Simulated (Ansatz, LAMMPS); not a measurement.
## Amorphous 29Ga2O3-71GeO2 (mol %) (86 atoms): geometry optimisation

How does amorphous 29Ga2O3-71GeO2 (mol %) (86 atoms) relax, and what do bonds, charges and levels look like afterwards?

Method: Kohn-Sham DFT, PBE, PAW (set soft_2), plane waves, in Ansatz 0.2.0.

The raw output is cut from this account; settings, times and results stay.

### 1. The structure

The cell holds 86 atoms: 14 Ga, 17 Ge and 55 O. Cell: a = 10.758 Å, b = 10.758 Å, c = 10.758 Å, α = 90.0°, β = 90.0°, γ = 90.0°. 86 atoms (14 Fe, 17 Ge, 55 O) placed at random at 3.93 g/cm³, melted at 5000 K for 10 ps at fixed volume with the Morse and Coulomb pair potential with partial charges (Pedone, Malavasi, Menziani, Cormack and Segre, J. Phys. Chem. B 110, 11780 (2006)). Quenched from 5000 K to 300 K at 100 K/ps and fixed volume, held 5 ps, then minimised at fixed cell. Then Fe was replaced by Ga and the cell scaled by 1.006 (the potential has no terms for the new elements, so the cell is a start for a DFT relaxation).

Limits known from the start: The quench rate of 100 K/ps far exceeds what a furnace or splat quench reaches, so expect more defects and frozen-in strain than in a real sample. The starting topology of bonds comes from the classical model. The Brillouin zone is sampled at Γ only, in a cell whose shortest periodic width is 11 Å.

### 2. The classical run that made the cell

A classical potential makes the cell, at a small fraction of what the same run would cost in DFT.

This step: classical MD, Morse and Coulomb pair potential with partial charges (Pedone, Malavasi, Menziani, Cormack and Segre, J. Phys. Chem. B 110, 11780 (2006)) (LAMMPS 22 Jul 2025 - Update 4).

The input, in.lmp:

```
# melt-quench of Fe14Ge17O55
units metal
atom_style charge
boundary p p p
region box block 0 10.6938 0 10.6938 0 10.6938
create_box 3 box
mass 1 55.8450   # Fe
mass 2 72.6300   # Ge
mass 3 15.9990   # O
create_atoms 1 random 14 207841 NULL overlap 1.5 maxtry 2000
create_atoms 2 random 17 207848 NULL overlap 1.5 maxtry 2000
create_atoms 3 random 55 207855 NULL overlap 1.5 maxtry 2000
pair_style hybrid/overlay pedone 5.5 coul/long 8.0
pair_coeff * * coul/long
pair_coeff 1 3 pedone 0.418981 1.620376 2.382183 2   # Fe-O
pair_coeff 2 3 pedone 0.158118 2.294230 2.261313 5   # Ge-O
pair_coeff 3 3 pedone 0.042395 1.379316 3.618701 22   # O-O
set type 1 charge 1.8
set type 2 charge 2.4
set type 3 charge -1.2
kspace_style pppm 1.0e-4
neigh_modify delay 0 every 1 check yes
thermo_style custom step time temp pe press density
thermo_modify norm yes
timestep 0.002
thermo 100
min_style cg
minimize 1e-4 1e-4 200 2000
reset_timestep 0
velocity all create 5000 207842 mom yes dist gaussian
fix lim all nve/limit 0.05
fix lan all langevin 5000 5000 0.2 207843 zero yes
thermo 500
run 1000 post no
# [... 10 lines left out ...]
thermo 1250
fix md all nvt temp 300 300 0.2
run 2500 post no
unfix md
thermo 100
min_style cg
minimize 0 1e-3 2000 20000
write_dump all custom glass.dump id type xs ys zs modify sort id
```

Started as:

```sh
> lmp -in in.lmp -log none -nocite
```

Run time: 11 s. Hardware: 1 thread of Arm Neoverse V2, shared host; peak memory 0.071 GiB.

### 3. Single point at the start

The forces at the start show how far the geometry lies from a minimum of this functional.

The input, input.yaml:

```yaml
crystal:
  lattice:
    - [10.75796, 0.0, 0.0]
    - [0.0, 10.75796, 0.0]
    - [0.0, 0.0, 10.75796]
  atoms:
    - { symbol: Ga, position: [0.6345, 0.54489, 0.97146] }
    - { symbol: Ga, position: [0.30862, 0.84131, 0.55117] }
    - { symbol: Ga, position: [0.62842, 0.28034, 0.4437] }
    - { symbol: Ga, position: [0.32419, 0.45639, 0.0544] }
    - { symbol: Ga, position: [0.28178, 0.68774, 0.24669] }
    - { symbol: Ga, position: [0.55337, 0.63675, 0.55524] }
    - { symbol: Ga, position: [0.06543, 0.63704, 0.07573] }
    - { symbol: Ga, position: [0.427, 0.536, 0.79976] }
[... 74 atom lines left out ...]
    - { symbol: O, position: [0.22234, 0.15054, 0.70905] }
    - { symbol: O, position: [0.65422, 0.94478, 0.6948] }
    - { symbol: O, position: [0.04985, 0.67687, 0.88009] }
    - { symbol: O, position: [0.83707, 0.89893, 0.52535] }
kpoints:
  mp_grid: { grid: [1, 1, 1] }
hamiltonian:
  xc: pbe
scf:
  occupations: { method: fixed }
output:
  forces: true
  stress: true
  populations: true
  dos:
    method: { smearing: { sigma: 0.08 } }
    de: 0.1
    projected: { site_lists: { Ga: [Ga], Ge: [Ge], O: [O] } }
  eigenvalues: true
```

Started as:

```sh
> ansatz run input.yaml --threads 4 --pin off --max-ram 8192MiB --backend cpu --events-out ev --progress --plain --runs-dir out
```

The job ended after 21 s (4 threads of Arm Neoverse V2, shared host; peak memory 1.8 GiB).

Read from the output:

| Quantity | Value |
| --- | --- |
| free energy | -157175.7579 eV |
| free energy per atom | -1827.6251 eV/atom |
| SCF cycles | 10 |
| pressure | -2.14 GPa |
| r.m.s. force component | 0.8624 eV/Å |
| longest force | 3.349 eV/Å |
| Fermi energy | 4.385 eV |
| gap (highest filled to lowest empty level) | 1.028 eV |
| spilling of the projection | 0.004302 |

The r.m.s. force component of 0.86 eV/Å and the pressure of -2.1 GPa set the starting point.

Neighbours are counted within 2.27 Å (O-Ge), 2.50 Å (O-Ga).

Length of the force by element and coordination:

```csv
element,coordination,atoms,mean length of the force (eV/Å),spread,least,most
Ga,all,14,0.958,0.379,0.338,1.69
Ga,4,3,1.04,0.107,0.904,1.16
Ga,5,8,1.07,0.412,0.454,1.69
Ga,6,3,0.584,0.174,0.338,0.717
Ge,all,17,1.17,0.403,0.67,1.77
Ge,4,14,1.24,0.398,0.676,1.77
Ge,5,3,0.865,0.261,0.67,1.23
O,all,55,1.52,0.664,0.284,3.35
O,2,26,1.32,0.517,0.373,2.33
O,3,27,1.69,0.715,0.284,3.35
O,4,2,1.76,0.870,0.890,2.63
```

### 4. Relaxation

With the cell held, the atoms are moved downhill towards a nearby minimum.

input.yaml, the sections that differ from step 3:

```yaml
output:
  forces: true
relax:
  f_tol: 0.03
  max_steps: 200
# crystal, kpoints, hamiltonian, scf: as in step 3
```

Wall time 5.2 min (4 threads); peak memory 1.7 GiB.

Relaxation path (22 of 29):

```csv
step,energy less that of the first step (eV),largest force component (eV/Å)
1,0.0000,2.7667
2,-3.3054,1.1315
4,-5.5944,0.4335
5,-5.8896,0.3818
6,-6.0750,0.2135
8,-6.2298,0.1635
9,-6.2898,0.1937
10,-6.3354,0.4443
12,-6.3813,0.1436
13,-6.3939,0.1430
14,-6.4030,0.1108
16,-6.4146,0.1290
17,-6.4224,0.0702
18,-6.4232,0.0848
20,-6.4402,0.1546
21,-6.4709,0.2891
22,-6.5360,0.2985
24,-6.6096,0.3073
25,-6.6238,0.2195
26,-6.6635,0.0817
28,-6.6740,0.0408
29,-6.6754,0.0117
```

Relaxation step 19 was tried and not accepted.

The atoms that moved most (Å):

```csv
atom,dx,dy,dz,length
O64,-0.655,-0.821,0.083,1.053
Ga14,0.419,-0.244,0.902,1.024
Ga9,0.482,-0.535,-0.687,0.995
O35,-0.327,0.334,-0.524,0.702
O60,-0.537,0.266,0.153,0.618
O80,-0.025,0.200,-0.570,0.604
O45,-0.514,0.274,0.031,0.583
Ga7,0.196,0.101,-0.537,0.580
```

The relaxation changed the energy by -77.6 meV/atom, and atoms moved by 0.39 Å r.m.s., 1.1 Å at most.

### 5. Distances and neighbours after relaxation

Bonds before and after, by the cutoffs listed below:

```csv
pair,bonds before,bonds after,mean before (Å),mean after (Å),spread before (Å),spread after (Å)
O-Ge,71,70,1.771,1.808,0.070,0.063
O-Ga,69,66,2.035,1.970,0.128,0.095
```

Density 4.12 g/cm³, 14.48 Å³ an atom.

g(r), total and by pair (bins of 0.2 Å):

```csv
r (Å),total,O-O,O-Ge,O-Ga,Ge-Ge,Ge-Ga,Ga-Ga
1.70,1.68,0.00,6.60,0.00,0.00,0.00,0.00
1.90,2.81,0.00,4.50,8.02,0.00,0.00,0.00
2.10,0.66,0.00,0.25,2.87,0.00,0.00,0.00
2.30,0.05,0.00,0.10,0.12,0.00,0.00,0.00
2.50,0.34,0.73,0.00,0.19,0.00,0.00,0.00
2.70,0.70,1.72,0.00,0.00,0.00,0.00,0.00
2.90,1.48,3.22,0.13,0.23,0.00,0.75,1.18
3.10,1.23,1.94,0.22,0.33,1.05,2.41,4.20
3.30,1.08,1.08,0.35,0.66,3.79,2.46,4.25
3.50,1.20,0.98,1.04,1.15,1.96,2.21,2.96
3.70,0.80,0.48,1.20,1.03,0.00,0.92,1.09
3.90,0.92,0.78,1.29,1.17,0.46,0.00,0.35
4.10,0.92,0.45,1.63,1.19,0.83,0.62,0.00
4.30,1.02,0.68,1.44,1.46,0.75,0.67,0.00
4.50,1.23,0.92,1.54,1.49,1.21,0.82,1.98
4.70,1.00,0.69,1.09,1.55,1.37,0.75,0.69
4.90,0.98,0.95,0.73,1.34,1.42,0.87,0.62
5.10,0.97,1.21,0.82,0.65,1.31,0.96,0.77
5.30,0.97,1.35,0.70,0.60,0.61,0.88,1.44
```

Bonds by pair of elements; cutoffs follow the first minimum of g(r), held within bounds set by covalent radii, and pairs that aren't listed don't count as bonded:

```csv
pair A-B,cutoff (Å),bonds,mean length (Å),spread (Å),shortest (Å),B about A,A about B
O-Ge,2.23,70,1.81,0.063,1.73,1.27,4.12
O-Ga,2.43,66,1.97,0.095,1.83,1.2,4.71
```

How many atoms have how many bonded neighbours:

```csv
element,mean,2,3,4,5,6
Ga,4.71,0,0,6,6,2
Ge,4.12,0,0,15,2,0
O,2.47,30,24,1,0,0
```

Bond angles (no mean is given where the spread exceeds 20°):

```csv
angle,count,mean (°),spread (°)
O-Ga-O,126,-,-
O-Ge-O,110,109,14.3
Ga-O-Ge,50,122,17.5
Ga-O-Ga,37,111,13.2
Ge-O-Ge,21,135,10.6
```

Oxygen atoms by the number of network formers (Si, P, Ge, B, Al, As, Ga) bound to them:

```csv
network formers bound to O,O atoms,per cent
0,0,0
1,0,0
2,30,54.5
3,24,43.6
4,1,1.8
```

Network units: each former by its oxygen neighbours and how many of them bridge to another former:

```csv
former,O neighbours,bridging O,atoms
Ge,4,4,15
Ge,5,5,2
Ga,4,4,6
Ga,5,5,6
Ga,6,6,2
```

Bond length by coordination (bonds to H left out):

```csv
element,coordination,atoms,mean bond length (Å)
Ga,4,6,1.91
Ga,5,6,1.98
Ga,6,2,2.05
Ge,4,15,1.80
Ge,5,2,1.88
O,2,30,1.80
O,3,24,1.95
O,4,1,2.03
```

Rings of the network by King's shortest-path rule, up to 12 atoms, one path for each pair of neighbours; H, halogens, alkali and alkaline-earth atoms are left out:

```csv
ring size (atoms),rings,per network atom
4,13,0.151
6,24,0.279
8,47,0.547
10,32,0.372
12,9,0.105
```

Counting bonds as in the table, 43 % of Ga atoms have 4 and as many 5, 88 % of Ge atoms have 4 and 55 % of O atoms have 2 bonded neighbours. 54 % of the oxygens bridge two formers and 0 % are non-bridging; 44 % join three; 2 % join four. The commonest Ge unit has 4 oxygens, 4 of them shared with other formers (15 of 17 atoms). Rings of 8 atoms are the most common (38 % of those counted); sizes run from 4 to 12, where the search stops.

### 6. Single point at the relaxed geometry

The electronic structure is read at the final geometry, in a run of its own.

The input, input.yaml:

```yaml
crystal:
  lattice:
    - [10.75796, 0.0, 0.0]
    - [0.0, 10.75796, 0.0]
    - [0.0, 0.0, 10.75796]
  atoms:
    - { symbol: Ga, position: [0.637, 0.51761, 0.9959] }
    - { symbol: Ga, position: [0.31415, 0.86756, 0.53331] }
    - { symbol: Ga, position: [0.65443, 0.25786, 0.45371] }
    - { symbol: Ga, position: [0.36112, 0.44114, 0.06367] }
    - { symbol: Ga, position: [0.25647, 0.66051, 0.27024] }
    - { symbol: Ga, position: [0.53546, 0.64949, 0.57379] }
    - { symbol: Ga, position: [0.08361, 0.64642, 0.02585] }
    - { symbol: Ga, position: [0.43145, 0.5486, 0.80925] }
[... 74 atom lines left out ...]
    - { symbol: O, position: [0.19159, 0.16889, 0.72388] }
    - { symbol: O, position: [0.65736, 0.96199, 0.70269] }
    - { symbol: O, position: [0.07933, 0.661, 0.8525] }
    - { symbol: O, position: [0.87688, 0.89854, 0.54174] }
kpoints:
  mp_grid: { grid: [1, 1, 1] }
hamiltonian:
  xc: pbe
scf:
  occupations: { method: fixed }
output:
  forces: true
  stress: true
  populations: intrinsic
  dos:
    method: { smearing: { sigma: 0.1 } }
    de: 0.1
    projected: { site_lists: { Ga: [Ga], Ge: [Ge], O: [O] } }
  eigenvalues: true
  write_density: true
  write_potential: true
  volumetric_format: npy
  elf: true
```

Elapsed: 26 s, on 4 threads; peak memory 1.8 GiB; 99 s of CPU time.

The program notes that the exchange-correlation potential is rough where the density is thin.

Numbers from this run:

```yaml
free_energy: -157182.4333 eV
free_energy_per_atom: -1827.7027 eV/atom
scf_cycles: 10
pressure: -3.67 GPa
r_m_s_force_component: 0.00328 eV/Å
longest_force: 0.01309 eV/Å
fermi_energy: 3.989 eV
spacing_of_highest_filled_and_lowest_empty_level: 1.635 eV
```

Intrinsic-atomic-orbital charges by element and coordination:

```csv
element,coordination,atoms,mean charge (e),spread,least,most
Ga,all,14,1.04,0.0302,0.986,1.10
Ga,4,6,1.06,0.0243,1.03,1.10
Ga,5,6,1.03,0.017,1.01,1.05
Ga,6,2,1.00,0.017,0.986,1.02
Ge,all,17,1.54,0.0177,1.51,1.57
Ge,4,15,1.55,0.0153,1.51,1.57
Ge,5,2,1.52,0.0019,1.51,1.52
O,all,55,-0.742,0.0316,-0.795,-0.670
O,2,30,-0.767,0.0142,-0.795,-0.742
O,3,24,-0.714,0.017,-0.746,-0.681
O,4,1,-0.670,0,-0.670,-0.670
```

Density of states as counts of states in windows of 1 eV (from the Fermi level), total and the larger projections:

```csv
from (eV),to (eV),total,O p,Ga d
-14,-13,88.0,1.3,85.3
-13,-12,52.0,0.8,48.4
-12,-10,0.0,0.0,0.0
-10,-9,1.2,0.6,0.0
-9,-8,12.1,6.6,0.1
-8,-7,10.3,5.8,0.1
-7,-6,17.5,10.6,0.2
-6,-5,22.7,15.0,0.1
-5,-4,36.2,26.3,0.2
-4,-3,38.3,29.7,0.3
-3,-2,51.9,43.9,0.3
-2,-1,77.6,72.5,0.4
-1,0,61.8,59.7,0.2
0,1,0.6,0.6,0.0
1,2,2.0,0.3,0.0
2,3,0.7,0.2,0.0
3,4,10.9,3.1,0.0
4,5,15.1,4.1,0.0
```

With fixed occupations the program's Fermi level is the highest filled level; weight inside the gap is the broadening of levels at its edges.

Between -25 and -14 eV lie 280 more states.

The levels nearest the highest filled one (over half full), pooled over k-points and spins:

```csv
level less the highest filled one (eV),occupation
-0.299,2
-0.280,2
-0.189,2
-0.106,2
-0.0892,2
0,2
1.63,0
3.08,0
3.47,0
3.70,0
3.78,0
3.85,0
```

Electrostatic potential energy in the ab plane at fractional z = 0.272, with atoms of Ga and Ge and O within 0.2 Å of it. With pseudopotentials it is smooth inside the atoms' cores, unlike the true potential.

Values in eV, 13 rows by 16 columns, each cell a mean:
```
  9   9  10  10  10   3 -12 -14   0   7   3  -7  -4   6   6   9
 11  11  11  11  10   1 -15 -16  -2   8   8   8   8   9  10  10
 11  11  10   8   7   6   2   1   7   7   4   5   8  10  11  11
  2 -18  -2  -8 -12  -1   8   9   9   5  -3   0   1   3  11  11
  0 -21  -5 -15 -16  -8   7   9   9   7   5   5 -24 -23   9  10
  8   8   7   0  -3  -2   2   3  -3   3   7   4 -10  -9   6   9
 10  10  10  10  10  -2  -2 -11 -16 -10   5  -7 -31 -29  -2   9
 11  11  11  11  11  11   8  -3 -11  -3   7   2 -15 -13   4  10
 11  11  11  11  11  11  11   9   7   8  10  10   8   8  10  11
  7   6  10  11  11  11  10   8   7   7   5  10  11  10  10   9
-16 -14   3   9  11  11   8   3   0 -15 -29   3  10  10   9   2
-31 -30  -4   8  11   2 -23  -6   4   1  -8  -3   1   5  -8 -10
 -8  -7   5   9  11   3 -20  -3   7   7  -5 -17 -14  -8 -31 -12
```
Columns run along a (10.8 Å; values clipped at the 3rd and 97th percentile), rows up along b (10.8 Å). Atoms in or near the plane, at fractional coordinates: Ga at (0.26, 0.66), Ga at (0.43, 0.90), Ge at (0.80, 0.48), Ge at (0.05, 0.12), O at (0.63, 0.17), O at (0.40, 0.07), O at (0.90, 0.04), O at (0.80, 0.65), O at (0.08, 0.68).

Valence density in the ab plane at fractional z = 0.272, with atoms of Ga and Ge and O within 0.2 Å of it. It is the smooth field of the valence electrons, not physical close to the nuclei.

Ten steps, logarithmic in the rise over the least value, from '0' (0 e/Å³) to '9' (32 e/Å³), each cell a mean:
```
000000000001332100012332112221
000000000013785111111110000000
000000000013786211211000000000
000000000112342111110000000000
000000001111110000000000000000
012210011110000000011100000000
145531244210000000011112220000
256642599410000000001135542000
134422588410000000000135652000
011111233221100000000123431000
000000001233211211100113321000
000000001244323663111137852111
000000000122224874111148962111
000000000000012442111124531111
000000000000000110000111110000
000000000000000000000000000000
011100000000000000000000000000
122100000000000000111000000000
122100000000000012443100000000
233200000000011123565200000001
698410000013321113454210001112
698410000135642111222211124432
243100000135652100012552235653
110000000023431000013663235542
```
Columns run along a (10.8 Å), rows up along b (10.8 Å). Atoms in or near the plane, at fractional coordinates: Ga at (0.26, 0.66), Ga at (0.43, 0.90), Ge at (0.80, 0.48), Ge at (0.05, 0.12), O at (0.63, 0.17), O at (0.40, 0.07), O at (0.90, 0.04), O at (0.80, 0.65), O at (0.08, 0.68).

Mean intrinsic-atomic-orbital charges: Ga +1.04, Ge +1.54, O -0.74 e.

A closer look about O75, which has 4 bonded neighbours where the commonest count for O is 2: 13 atoms, nearest first, numbered in the order of the input, with positions taken from that point.

```csv
atom,x,y,z,distance (Å),bonds,intrinsic-atomic-orbital charge (e)
O75,0.00,0.00,0.00,0.00,4,-0.67
Ga1,1.86,-0.65,0.08,1.97,4,1.08
Ga8,-0.35,-0.32,-1.93,1.98,6,1.02
Ga4,-1.11,-1.47,0.81,2.01,4,1.06
Ga10,-0.88,1.94,0.18,2.14,6,0.99
O67,1.16,-1.58,-1.54,2.49,3,-0.72
O37,-1.44,1.33,-1.62,2.54,3,-0.73
O46,-1.64,-1.97,-1.00,2.76,3,-0.70
O66,1.88,-0.74,1.94,2.80,3,-0.70
O65,-1.12,-0.62,2.50,2.81,3,-0.68
O73,-2.41,1.17,1.10,2.90,3,-0.70
O48,0.58,2.40,1.52,2.90,3,-0.70
O57,1.20,0.95,-2.56,2.98,3,-0.72
```

### 7. A changed input

The input is spoilt on purpose; the run shows how that looks.

input.yaml, the sections that differ from step 6:

```yaml
crystal:
  lattice:
    - [10.75796, 0.0, 0.0]
    - [0.0, 10.75796, 0.0]
    - [0.0, 0.0, 10.75796]
  atoms:
    [... the 86 atom lines of step 3 ...]
scf:
  occupations: { method: fixed }
  max_iter: 100
output:
  forces: true
ecutwfc: 60
# kpoints, hamiltonian: as in step 6
```

Run time: 0.02 s. Hardware: 4 threads; peak memory 0.021 GiB; 0.02 s of CPU time.

The program refused the input before any cycle.

The program's message: “Error: YAML parse error: error: line 102 column 1: unknown field `ecutwfc`, expected one of crystal, accuracy, basis, kpoints, hamiltonian, magnetization, projection, total_charge, correlation, batch, …”

The fault in the input: a keyword that the input doesn't take in that place (ecutwfc = 60). The fix is to take out ecutwfc.

### 8. Changed: scf.eigensolver.kind = "davidson"

Changed here: scf.eigensolver.kind = "davidson".

input.yaml, the sections that differ from step 7:

```yaml
scf:
  occupations: { method: fixed }
  eigensolver: { kind: davidson }
output:
  forces: true
  stress: true
  populations: true
  dos:
    method: { smearing: { sigma: 0.15 } }
    de: 0.1
    projected: { site_lists: { Ga: [Ga], Ge: [Ge], O: [O] } }
  eigenvalues: true
# crystal, kpoints, hamiltonian: as in step 7
# ecutwfc: removed
```

Run time: 43 s. Hardware: 4 threads; peak memory 2 GiB.

Geometry and reference: those of the single point at the start.

Forces differ from those of the single point at the start by 0.008 meV/Å r.m.s., 9.0e-4 % of their size. It took 2.0 times the reference's time (shared host, so rough).

### 9. Summary of results

| Property | Result |
| --- | --- |
| energy change in the relaxation | -77.62 meV/atom |
| r.m.s. displacement | 0.388 Å |
| largest displacement | 1.053 Å |
| free energy per atom | -1827.7027 eV/atom |
| pressure | -3.67 GPa |
| r.m.s. force component | 0.00328 eV/Å |
| gap (highest filled to lowest empty level) | 1.635 eV |
| wall time of the 4 DFT runs | 6.7 min |

Relaxation lowers the energy by 77.6 meV/atom and moves atoms by 0.39 Å r.m.s.; the r.m.s. force component goes from 0.86 to 0.0033 eV/Å, the pressure goes from -2.1 to -3.7 GPa, and the gap from 1.03 to 1.63 eV. By the final cutoffs 7 of 140 bonded pairs parted and 3 joined. From the first step to the last the energy fell by 6.675 eV, and the largest move was 1.05 Å (O64). The O-Ga bonds change most in mean length: from 2.035 Å (spread 0.128) to 1.970 Å (spread 0.095), and their number from 69 to 66. Counting bonds as in the table, 43 % of Ga atoms have 4 and as many 5, 88 % of Ge atoms have 4 and 55 % of O atoms have 2 bonded neighbours. 54 % of the oxygens bridge two formers and 0 % are non-bridging; 44 % join three; 2 % join four. Between filled and empty levels lie 1.63 eV (at Γ alone); a semilocal functional tends to put such gaps too low. In a disordered cell it changes from sample to sample, and tail or defect levels can set it.

Caveats: The starting topology of bonds comes from the classical model; in DFT 7 of its 140 bonded pairs passed out of the cutoffs and 3 came within them. The stress is far from hydrostatic: its diagonal is -1.8, -3.7, -5.5 GPa, compression counted positive. The pressure of -3.7 GPa means that a free cell would contract at this level.

[Long decimals in the printed logs are rounded to 6 places.]

[Logs are printed without paths, hosts, clocks, repeated set-up lines and the standing remarks that a program may print on its own settings, such as how far it seeks lower states.]

[Hosts, paths, dates, database ids (printed as entryN), source tags and the programs' standing remarks are cut or masked in the printed files.]

[A walk said to have stopped at its limit may instead have ended on an SCF cycle that didn't converge.]
